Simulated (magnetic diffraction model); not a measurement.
## Magnetic neutron pattern of BaMgMnCl7

Space group P2_1/c (no. 14), a = 7.2840 Å, b = 12.3860 Å, c = 11.8680 Å, β = 93.55°.

| site | atom | x | y | z |
| --- | --- | --- | --- | --- |
| 4e | Ba | 0.7165 | 0.1807 | 0.9970 |
| 4e | Mn | 0.1958 | 0.1158 | 0.3122 |
| 4e | Cl | 0.5212 | 0.7764 | 0.7605 |
| 4e | Cl | 0.3682 | 0.5469 | 0.8695 |
| 4e | Cl | 0.7355 | 0.6827 | 0.0062 |
| 4e | Cl | 0.6192 | 0.5418 | 0.6180 |
| 4e | Cl | 0.9688 | 0.7247 | 0.7551 |
| 4e | Cl | 0.1254 | 0.9388 | 0.6266 |
| 4e | Cl | 0.1176 | 0.0408 | 0.1309 |
| 4e | Mg | 0.6900 | 0.6013 | 0.8071 |

This is a made-up structure (elements placed in a structure type, unrelaxed), so the numbers test the method and describe no known phase.

Only Mn is taken to order (form factors of Mn3+); orders and moment sizes are assumed, and not adapted to the symmetry. Radiation: neutrons of λ = 1.8 Å, 5° to 30°; isotropic B of 0.2 Å² (Ba), 0.3 Å² (Mn), 0.4 Å² (Cl) and 0.36 Å² (Mg). Simulated constant-wavelength pattern: nuclear and magnetic terms add, the magnetic one as |2.695 fm × Σ f S⊥ exp(2πi Q·r) exp(−B s²)|², summed over all Q at one angle with the factor 1/(sin²θ cos θ). For collinear order S is the moment m, which repeats by lattice and centring translations R with the sign exp(−2πi k·R). Free-ion form factors, Sears's scattering lengths of 1992, no absorption; a label names one of the reflections at its angle. The strongest nuclear line in the range is 100, and lines under 0.2 are left out.

Assume the order k = (1/2 0 0), collinear moments along [010], 3.57 μB on Mn; signs + at (0.1958, 0.1158, 0.3122), − at (0.8042, 0.8842, 0.6878), + at (0.1958, 0.3842, 0.8122), + at (0.8042, 0.6158, 0.1878).

Q: Where does magnetic intensity appear, and how strong is it?

```
2θ (°)       index  nuclear  magnetic
  7.10   (1/2 0 0)      0.0     136.7
 10.90  (1/2 0 -1)      0.0      56.4
 10.96   (1/2 1 0)      0.0      47.0
 11.59   (1/2 0 1)      0.0      49.7
 12.07     (0 1 1)      9.8       0.0
 13.74  (1/2 1 -1)      0.0      43.7
 14.22     (1 0 0)     36.6       0.0
 14.29   (1/2 1 1)      0.0      41.9
 16.51     (1 1 0)    100.0       0.0
 16.71     (0 2 0)     25.9       0.0
 17.48     (0 0 2)     43.3       0.0
 18.18   (1/2 2 0)      0.0       5.8
 18.27    (1 1 -1)     48.9       0.0
 18.47  (1/2 0 -2)      0.0      18.1
 18.88     (0 2 1)     81.3       0.0
 19.11     (1 1 1)     51.3       0.0
 19.30   (1/2 0 2)      0.0      16.4
 19.39     (0 1 2)     25.9       0.0
 20.00  (1/2 2 -1)      0.0       9.0
 20.29  (1/2 1 -2)      0.0      24.2
 20.38   (1/2 2 1)      0.0       9.4
 21.05   (1/2 1 2)      0.0      22.6
 21.40   (3/2 0 0)      0.0      12.9
 21.90    (1 0 -2)     15.1       0.0
 22.63  (3/2 0 -1)      0.0      11.3
 23.00   (3/2 1 0)      0.0      18.9
 23.29     (1 0 2)     17.6       0.0
 23.38    (1 2 -1)     44.2       0.0
 23.47    (1 1 -2)      5.8       0.0
 23.65   (3/2 0 1)      0.0      10.2
 24.04     (1 2 1)     24.6       0.0
 24.16  (3/2 1 -1)      0.0      17.0
 24.28     (0 2 2)     51.7       0.0
 24.78     (1 1 2)      0.7       0.0
 25.01  (1/2 2 -2)      0.0       9.8
 25.12   (3/2 1 1)      0.0      15.6
 25.63   (1/2 2 2)      0.0       9.5
 26.20   (1/2 3 0)      0.0       1.2
 26.69     (0 3 1)     39.3       0.0
 26.89  (1/2 0 -3)      0.0       7.4
 26.89  (3/2 0 -2)      0.0       7.4
 27.28   (3/2 2 0)      0.0       8.9
 27.51  (1/2 3 -1)      0.0       2.2
 27.68    (1 2 -2)      1.7       0.0
 27.76   (1/2 0 3)      0.0       6.8
 27.80   (1/2 3 1)      0.0       2.4
 28.19  (1/2 1 -3)      0.0      12.0
 28.20  (3/2 1 -2)      0.0      12.0
```
(The table stops after 48 lines; 9 more lie at higher angle.)

The strongest magnetic line in the range is (1/2 0 0) at 7.10° (136.7). On top of the Lorentz factor, which all lines share, magnetic lines fade with angle because f falls: for Mn3+ it is 0.91, 0.70, 0.46 and 0.14 at sin θ/λ = 0.1, 0.2, 0.3 and 0.5 Å⁻¹, while nuclear lengths stay constant. The order has no net moment.

[Logs are printed without paths, hosts, clocks, repeated set-up lines and the standing remarks that a program may print on its own settings, such as how far it seeks lower states.]
